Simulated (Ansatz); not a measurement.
# Quasiparticle gap of MgAl2C2 (P-3m1), part 2 of 2

How far does one-shot GW move the r2SCAN gap of MgAl2C2 (P-3m1)?

Ansatz 0.2.0; r2SCAN, then G0W0 on it, plane waves, PAW. Known limits of the many-body steps: finite bands, screening cutoff and k mesh; no spin-orbit coupling in G0W0.

So far. Step 2 (The r2SCAN band structure): Over mesh and path the gap is 2.153 eV, from k = (0.083, 0.083, 0.000) to k = (0.500, 0.000, 0.350). The least direct gap found is 3.465 eV, at k = (0.000, 0.417, 0.250). On the 12×12×4 mesh alone the same run gives 2.225 eV, so that mesh misses an edge of r2SCAN: 2.225 − 2.153 = +0.072 eV.

In doubt: masses and optical values from hybrid runs of this build are listed as unsure (in some of the runs), which bears on the screening that GW takes from such a start.

### 3. The quasiparticle correction

G0W0 replaces the xc potential by a self-energy built once from the orbitals of the start. Levels are corrected in the window of bands that the input names, at points of the mesh.

This step: G0W0 on r2SCAN, plane waves, PAW.

The input, input.yaml:

```yaml
crystal:
  lattice:
    - [3.377, 0.0, 0.0]
    - [-1.6885, 2.9245677886, 0.0]
    - [0.0, 0.0, 5.817]
  atoms:
    - { symbol: Mg, position: [0.0, 0.0, 0.0] }
    - { symbol: Al, position: [0.3333333333, 0.6666666667, 0.3506950892] }
    - { symbol: Al, position: [0.6666666667, 0.3333333333, 0.6493049108] }
    - { symbol: C, position: [0.3333333333, 0.6666666667, 0.7289915423] }
    - { symbol: C, position: [0.6666666667, 0.3333333333, 0.2710084577] }
kpoints:
  mp_grid: { grid: [6, 6, 4] }
hamiltonian:
  xc: r2scan
scf:
  occupations: { method: fixed }
gw:
  n_empty_bands: 368
  ecut_chi: 200.0
  qp_bands: [v2, c2]
  qp_kpoints: band_edges
  screening: { model: contour_deformation }
```

The run is started by

```sh
$ ansatz run input.yaml --threads 2 --pin off --max-ram 92160MiB --backend cuda --events-out ev --progress --plain --runs-dir out --devices 1 --max-vram 13GiB  # rebuilt from the run's record
```

Numbers of over 12 decimals in the logs are rounded to 6 here.

The log of the run:

```text
GPUs: using 1 of 1 available (devices: 1).
[...]
GPU FFT provider: cuFFT
GPU libraries: cuBLAS 13.8.2, cuFFT 12.4.0, cuSOLVER 12.3.4
Crystal: 5 atoms, lattice volume = 57.450 Å³
Basis set: ecut = 500 eV, 1485 PW (Γ), exchange–correlation on 100×100×180 points (64 copies of the dense FFT grid, shifted against one another)
Bands: 17, of which v1, the nominal top of the filled ones, is band 12 counted from 1 (11 counted from 0)
Symmetry: 12 space group operations
[...]
k-points: 24 of 144
[...]
GPU buffer pool allocated for 28125 grid points (all kernels)
[...]
SCF iter   1: F=—  HF=-3511.367898 eV  |F-HF|=—  |Δ(HF+E_count)|=         —  Δρ=6.87e-3  dr2=1.78e-2  dr2_τ=2.76e-1  ethr=1.77e-3  ⟨swp⟩=4.0  Hψ=1900  notcnv=0  defer=67
[...]
SCF iter   7: F=-3511.504791 eV  HF=-3511.504791 eV  |F-HF|=3.23e-8  |Δ(HF+E_count)|=   3.69e-7  Δρ=1.07e-5  dr2=9.70e-8  dr2_τ=1.57e-9  ethr=4.17e-10  ⟨swp⟩=7.0  Hψ=2108  notcnv=0
SCF 1 converged in 7 iterations: F = -3511.504791 eV  dr2 = 9.70e-8
[...]
NSCF: frozen V_eff on 24 k-points, pencils in batches of 32, up to order 68
the band table was solved once the SCF had ended and its energy, with any forces and stress, was formed, with the checks that follow a solve (2160 applications of the Hamiltonian). They found nothing against the state; the energy, forces and stress were not computed again (output.eigenvalues in the input reference)
[...]
NSCF: frozen V_eff on 24 k-points
G₀W₀ screening: q 1/24
[... further progress lines ...]
SCF converged after 7 iterations
Free energy (F): -3511.504791 eV
[...]
Internal energy: -3511.504791 eV  (E = F + TS)
E sigma→0 (E₀):  -3511.504791 eV
Fermi energy:    8.469828 eV
[...]
--- Band table (eV; the first three rows and the last of 24) ---
  k-point 0: bands = [... 8 lower, 7.3715, 8.2517, 8.2948, 8.2948, 12.2765, 13.6494, 15.7776, 15.7776, ... 1 higher]
  k-point 1: bands = [... 8 lower, 7.4460, 7.4460, 8.2013, 8.2013, 13.0147, 14.0716, 15.6954, 15.6954, ... 1 higher]
  k-point 2: bands = [... 8 lower, 7.5450, 7.5450, 8.0832, 8.0832, 13.4749, 14.5031, 15.6749, 15.6749, ... 1 higher]
  k-point 23: bands = [... 8 lower, 3.1673, 4.3386, 7.3340, 7.3340, 12.4478, 12.4478, 13.2925, 15.4634, ... 1 higher]
--- G₀W₀: contour deformation, 7 samples at zero and on the imaginary axis and 2 off it, 144 q-points, 368 empty bands' worth ---
  eigenvalues of the whole cell's RPA ε∞ on this k-mesh (on a slab, of 1 + 4πα/V) = 6.5113, 6.5113, 7.1627; static W/v taken at q = 0 is 0.149713
  bands read: the sum over 380 bands ends inside a degenerate multiplet in 1 slot, whose members it reads at an even weight; the widest, k=0: bands 380 to 381 (counted from 1) at 1/2 each
  gw.qp_kpoints: band_edges: 14 of 24 stored k-points solved, in 1 pass; an edge of the gap read off the rows below is read off those points alone
    valence top: of the k-points left out ik 4 came nearest to being solved in a further pass, in band 12 (counted from 1, as in the quasiparticle table): it holds the edge there only if its correction is more favourable than any solved in that band by at least 0.509 eV; those differ by 0.084 eV
    conduction bottom: of the k-points left out ik 9 came nearest to being solved in a further pass, in band 13 (counted from 1, as in the quasiparticle table): it holds the edge there only if its correction is more favourable than any solved in that band by at least 1.013 eV; those differ by 0.145 eV
    ik  band        ε_KS         Σx   Σc(E_QP)       V_xc       Z   E_QP_lin       E_QP  E_QP is
     0    11      8.2948   -17.4353     1.8433   -15.0235  0.7761     7.7233     7.7263  root
     0    12      8.2948   -17.4353     1.8433   -15.0235  0.7761     7.7233     7.7263  root
     0    13     12.2765    -9.1659    -4.3238   -13.5789  0.7894    12.3658    12.3657  root
     0    14     13.6494    -8.1820    -4.5676   -12.8646  0.7888    13.7646    13.7644  root
     1    11      8.2013   -17.4061     1.8784   -14.9526  0.7757     7.6230     7.6261  root
     1    12      8.2013   -17.4061     1.8784   -14.9526  0.7757     7.6230     7.6261  root
     1    13     13.0147    -8.7177    -4.5049   -13.3110  0.7879    13.1032    13.1031  root
     1    14     14.0716    -8.5644    -4.7469   -13.4483  0.7810    14.2088    14.2086  root
     2    11      8.0832   -17.3481     1.9219   -14.8418  0.7751     7.4956     7.4989  root
     2    12      8.0832   -17.3481     1.9219   -14.8418  0.7751     7.4956     7.4989  root
     2    13     13.4749    -8.1347    -4.6463   -12.8662  0.7869    13.5602    13.5601  root
     2    14     14.5031    -8.1737    -4.7788   -13.0742  0.7881    14.6249    14.6247  root
     3    11      8.0994   -17.4937     1.9043   -15.0148  0.7752     7.5216     7.5248  root
     3    12      8.4698   -16.3832     1.4619   -14.3780  0.7791     7.9239     7.9265  root
     3    13     13.1074    -8.6354    -4.4267   -13.1573  0.7870    13.2027    13.2026  root
     3    14     13.5180    -6.6379    -4.4763   -11.1516  0.7962    13.5553    13.5553  root
     6    11      7.5948   -16.2096     1.7337   -13.8850  0.7761     7.0003     7.0040  root
     6    12      7.9827   -17.4715     1.9401   -14.9492  0.7748     7.3971     7.4005  root
     6    13     13.5100    -8.4643    -4.5199   -13.0729  0.7876    13.5988    13.5987  root
     6    14     13.9990    -7.0016    -4.5945   -11.6542  0.7895    14.0571    14.0571  root
     7    11      7.6421   -17.5034     2.0418   -14.8688  0.7731     7.0456     7.0493  root
     7    12      7.6488   -15.9401     1.6468   -13.7158  0.7767     7.0679     7.0713  root
     7    13     11.6545    -6.2358    -4.0443   -10.2668  0.8087    11.6412    11.6412  root
     7    14     13.5276    -7.5222    -4.5252   -12.1299  0.7904    13.6102    13.6101  root
     8    11      7.4753   -17.4305     2.0944   -14.7322  0.7723     6.8675     6.8714  root
     8    12      7.6897   -16.2981     1.7148   -14.0071  0.7753     7.1101     7.1135  root
     8    13     11.2745    -6.2746    -3.9528   -10.2097  0.8091    11.2569    11.2569  root
     8    14     13.1165    -6.5795    -4.3035   -10.9200  0.8039    13.1535    13.1535  root
    11    11      6.3738   -15.4046     1.9445   -12.8345  0.7693     5.7431     5.7482  root
    11    12      7.4239   -17.5124     2.1079   -14.8036  0.7719     6.8191     6.8230  root
    11    13     10.9569    -6.4890    -3.8461   -10.3095  0.8106    10.9312    10.9312  root
    11    14     13.3795    -7.4072    -4.4831   -11.9726  0.7935    13.4618    13.4617  root
    12    11      6.9061   -15.9916     1.8848   -13.5046  0.7723     6.2995     6.3039  root
    12    12      7.2538   -17.4555     2.1593   -14.6848  0.7711     6.6381     6.6423  root
    12    13     10.7212    -6.6913    -3.7843   -10.4588  0.8097    10.7043    10.7043  root
    12    14     12.7430    -6.9674    -4.2594   -11.2679  0.8060    12.7841    12.7841  root
    13    11      6.9099   -16.0710     1.9105   -13.5547  0.7723     6.2998     6.3042  root
    13    12      7.0608   -17.4054     2.2240   -14.5569  0.7701     6.4318     6.4363  root
    13    13     10.7453    -7.0046    -3.7651   -10.7732  0.8072    10.7487    10.7487  root
    13    14     12.5770    -6.2948    -4.1512   -10.4508  0.8046    12.5818    12.5818  root
[...]
19    11      6.6333   -16.5973     2.0691   -13.9331  0.7686     6.0337     6.0382  root
    19    12      7.4282   -16.4348     1.8224   -14.0219  0.7743     6.8340     6.8377  root
    19    13     11.7138    -7.0479    -3.9914   -11.0756  0.8031    11.7501    11.7501  root
    19    14     12.7191    -6.7667    -4.1915   -10.9851  0.8008    12.7460    12.7460  root
    21    11      5.8306   -15.9481     2.3184   -13.0023  0.7601     5.1969     5.2033  root
    21    12      5.8306   -15.9481     2.3184   -13.0023  0.7601     5.1969     5.2033  root
    21    13     11.4216    -5.9829    -3.9393    -9.8722  0.8153    11.3716    11.3715  root
    21    14     14.9360    -6.7448    -4.9443   -11.7468  0.7677    14.9937    14.9937  root
    23    11      7.3340   -16.6143     1.8552   -14.1857  0.7729     6.7571     6.7606  root
    23    12      7.3340   -16.6143     1.8552   -14.1857  0.7729     6.7571     6.7606  root
    23    13     12.4478    -6.7506    -4.1749   -10.9702  0.8024    12.4925    12.4925  root
    23    14     12.4478    -6.7506    -4.1749   -10.9702  0.8024    12.4925    12.4925  root
```

The job ended after 35 s (1 × NVIDIA H100 80GB HBM3 (shared by 6 runs) with 2 threads of AMD EPYC 7R13 (Zen 3), shared host; peak memory 2 GiB; 59 s of CPU time).

This step gave:

| Property | Result |
| --- | --- |
| bands summed | 380 |
| RPA ε∞ on this mesh (eigenvalues) | 6.511, 6.511, 7.163 |
| plane waves in the screening matrix | 373 |
| q-points in the mesh | 144 |
| G0W0 gap over the corrected points | 2.778 eV |
| k of the valence top | 0, 0.1667, 0 |
| k of the conduction bottom | 0, -0.5, 0.25 |
| starting gap on the mesh | 2.251 eV |
| Z at the valence top | 0.7791 |
| Z at the conduction bottom | 0.8097 |
| least direct G0W0 gap over the corrected points | 4.062 eV |

Over 14 of 24 irreducible mesh points the G0W0 gap is 2.778 eV, from k = (0.000, 0.167, 0.000) to k = (0.000, -0.500, 0.250). The r2SCAN gap of this run on the mesh is 2.251 eV. The two states that bound the G0W0 gap lie that far apart at the start, so the correction of the gap is 2.778 − 2.251 = +0.527 eV. The start of this run differs from the step before in mesh (12×12×4 and 6×6×4).

Labels follow the order of the start: v1 is the top filled band, c1 the lowest empty one; levels that stay degenerate share a row, the window can cut a multiplet, doubted levels are not marked in this list, bands outside the window were not corrected, and the list may be a part of the corrected levels. The levels before and after the correction (eV, zero at the valence-band top of each column):

```
           conduction bottom  valence top
Kohn-Sham               2.25         0.00
     G0W0               2.78         0.00
```

```
                      level  occupation  energy (eV)
Kohn-Sham    (0 0.167 0) v2           2       -0.370
Kohn-Sham    (0 0.167 0) v1           2        0.000
Kohn-Sham    (0 0.167 0) c1           0        4.638
Kohn-Sham    (0 0.167 0) c2           0        5.048
Kohn-Sham  (0 -0.5 0.25) v2           2       -1.564
Kohn-Sham  (0 -0.5 0.25) v1           2       -1.216
Kohn-Sham  (0 -0.5 0.25) c1           0        2.251
Kohn-Sham  (0 -0.5 0.25) c2           0        4.273
     G0W0    (0 0.167 0) v2           2       -0.402
     G0W0    (0 0.167 0) v1           2        0.000
     G0W0    (0 0.167 0) c1           0        5.276
     G0W0    (0 0.167 0) c2           0        5.629
     G0W0  (0 -0.5 0.25) v2           2       -1.623
     G0W0  (0 -0.5 0.25) v1           2       -1.284
     G0W0  (0 -0.5 0.25) c1           0        2.778
     G0W0  (0 -0.5 0.25) c2           0        4.858
```

The parts of the quasiparticle energy for the two states that bound the G0W0 gap, in eV on the run's own scale (QP = start + Σx + Σc − Vxc, with Σc at the quasiparticle energy):

```
             edge                       k  band   start       Σx      Σc      Vxc      Z      QP
      valence top   (0.000, 0.167, 0.000)    12   8.470  −16.383   1.462  −14.378  0.779   7.926
conduction bottom  (0.000, -0.500, 0.250)    13  10.721   −6.691  −3.784  −10.459  0.810  10.704
```

### 4. Side by side

Each gap is the least one over the points named; times are wall times on shared hosts, not benchmarks. A G0W0 time includes the run's own self-consistent start. Rows marked * are further runs, not shown as steps, whose inputs differ from the G0W0 step on the same start in the columns given; solver thresholds can differ too.

```
       level     mesh       files, cutoff    bands summed, screening                            points  gap (eV)            valence top        conduction bottom  least direct gap (eV)   time
      r2SCAN  12×12×4  soft_2 PAW, 500 eV                          -                     mesh and path     2.153  (0.083, 0.083, 0.000)    (0.500, 0.000, 0.350)                  3.465  4.6 s
G0W0@r2SCAN*    6×6×4  soft_2 PAW, 500 eV                  72, 60 eV  14 of 24 irreducible mesh points     2.469  (0.000, 0.167, 0.000)   (0.000, -0.500, 0.250)                  3.786   12 s
G0W0@r2SCAN*    6×6×4  soft_2 PAW, 500 eV                183, 120 eV  14 of 24 irreducible mesh points     2.677  (0.000, 0.167, 0.000)   (0.000, -0.500, 0.250)                  3.967   20 s
 G0W0@r2SCAN    6×6×4  soft_2 PAW, 500 eV                380, 200 eV  14 of 24 irreducible mesh points     2.778  (0.000, 0.167, 0.000)   (0.000, -0.500, 0.250)                  4.062   35 s
G0W0@r2SCAN*    6×6×2  soft_2 PAW, 500 eV                183, 120 eV  12 of 14 irreducible mesh points     2.741  (0.000, 0.167, 0.000)  (0.000, -0.500, -0.500)                  4.004   15 s
G0W0@r2SCAN*    6×6×4  soft_2 PAW, 500 eV  183, 120 eV, plasmon pole  14 of 24 irreducible mesh points     2.635  (0.000, 0.167, 0.000)   (0.000, -0.500, 0.250)                  3.931   20 s
```

### 5. Outcome

```yaml
r2scan_gap_over_mesh_and_path: 2.153 eV, from k = (0.083, 0.083, 0.000) to k = (0.500, 0.000, 0.350)
g0w0_r2scan_gap_over_14_of_24_irreducible_mesh_points: 2.778 eV, from k = (0.000, 0.167, 0.000) to k = (0.000, -0.500, 0.250)
gw_settings: 6×6×4 mesh, 368 empty bands, screening to 200 eV
known_limits: finite bands, screening cutoff and k mesh; no spin-orbit coupling in G0W0
```

What this shows: Over 14 of 24 irreducible mesh points the G0W0 gap is 2.778 eV, from k = (0.000, 0.167, 0.000) to k = (0.000, -0.500, 0.250). The r2SCAN gap of this run on the mesh is 2.251 eV. The two states that bound the G0W0 gap lie that far apart at the start, so the correction of the gap is 2.778 − 2.251 = +0.527 eV. The valence state moves by 7.926 − 8.470 = −0.544 eV and the conduction state by 10.704 − 10.721 = −0.017 eV, on the run's own scale; with 72 bands the edge states move by +0.076 and +0.293 eV, so the split between the edges depends on the bands and cutoff. Over mesh and path, r2SCAN puts the valence top at k = (0.083, 0.083, 0.000) and conduction bottom at k = (0.500, 0.000, 0.350), where no G0W0 correction was computed. The G0W0 gap over the whole zone is therefore not known from this run; at its settings it can only be equal to or under the 2.778 eV found, and no correction is carried over from another point. For the start itself the gap is 2.153 eV over mesh and path and 2.251 eV on the mesh of the G0W0 run, in runs that differ in mesh (12×12×4 and 6×6×4). From 72 bands and 60 eV to 380 bands and 200 eV the gap moves by 2.778 − 2.469 = +0.309 eV (rung by rung 2.469, 2.677, 2.778 eV); bands and screening cutoff rise together, so their parts are not told apart. A line in one over the bands through the two highest rungs gives 2.778 + (2.778 − 2.677) × 183 / (380 − 183) = 2.872 eV, and through the pair below 2.677 + (2.677 − 2.469) × 72 / (183 − 72) = 2.812 eV. The two differ by 0.060 eV, not under the 0.030 eV asked, so the law does not hold well over these rungs and the limit is not known. With the 6×6×2 mesh in place of the 6×6×4 mesh and all else as in the G0W0@r2SCAN row with 183 bands, the gap differs by 2.741 − 2.677 = +0.064 eV, and that of the start by 2.276 − 2.251 = +0.025 eV; an edge lies at another k point, so this need not be the shift of one pair of states. With the plasmon pole model in place of the contour deformation model and all else as in the G0W0@r2SCAN row with 183 bands, the gap differs by 2.635 − 2.677 = −0.042 eV. G0W0 on other starts in this series, not shown as steps and not all at these settings: 2.861 eV on HSE06 (6×6×4, soft_2 PAW, 183 bands, 120 eV) and 3.033 eV on PBE0 (6×6×4, soft_2 PAW, 183 bands, 120 eV). The G0W0 runs are scalar-relativistic. G0W0@r2SCAN runs of this series with other atomic data on the same mesh, not shown as steps, give 2.653 eV (hard PAW, 900 eV, 191 bands, screening to 120 eV; the table's row with the same empty bands and screening cutoff has 2.677 eV); where bands and cutoffs differ too, the part of the files is not isolated.

[Paths, hosts, dates, memory and timing lines, banners, echoed tables and standing remarks are left out of the program output.]

[Logs are printed without paths, hosts, clocks, repeated set-up lines and the standing remarks that a program may print on its own settings, such as how far it seeks lower states.]

[Runs of the session that timed out or met a known fault of the program may be left out.]

[Cells called generated may have been cut or substituted from an entry of the Crystallography Open Database or the Materials Project.]

[Hosts, paths, dates, database ids (printed as entryN), source tags and the programs' standing remarks are cut or masked in the printed files.]

[Where an RPA ε∞ is given, it is that of the G0W0 mesh and is not shown converged in it. Names of k-points follow the symmetry that the program found, which can be lower than the space group named. Band edges on a path are those of the sampled points; other points can move an edge, and change direct to indirect where valleys lie close.]

[Hybrid gaps are those of their k-mesh and are not shown converged in it.]
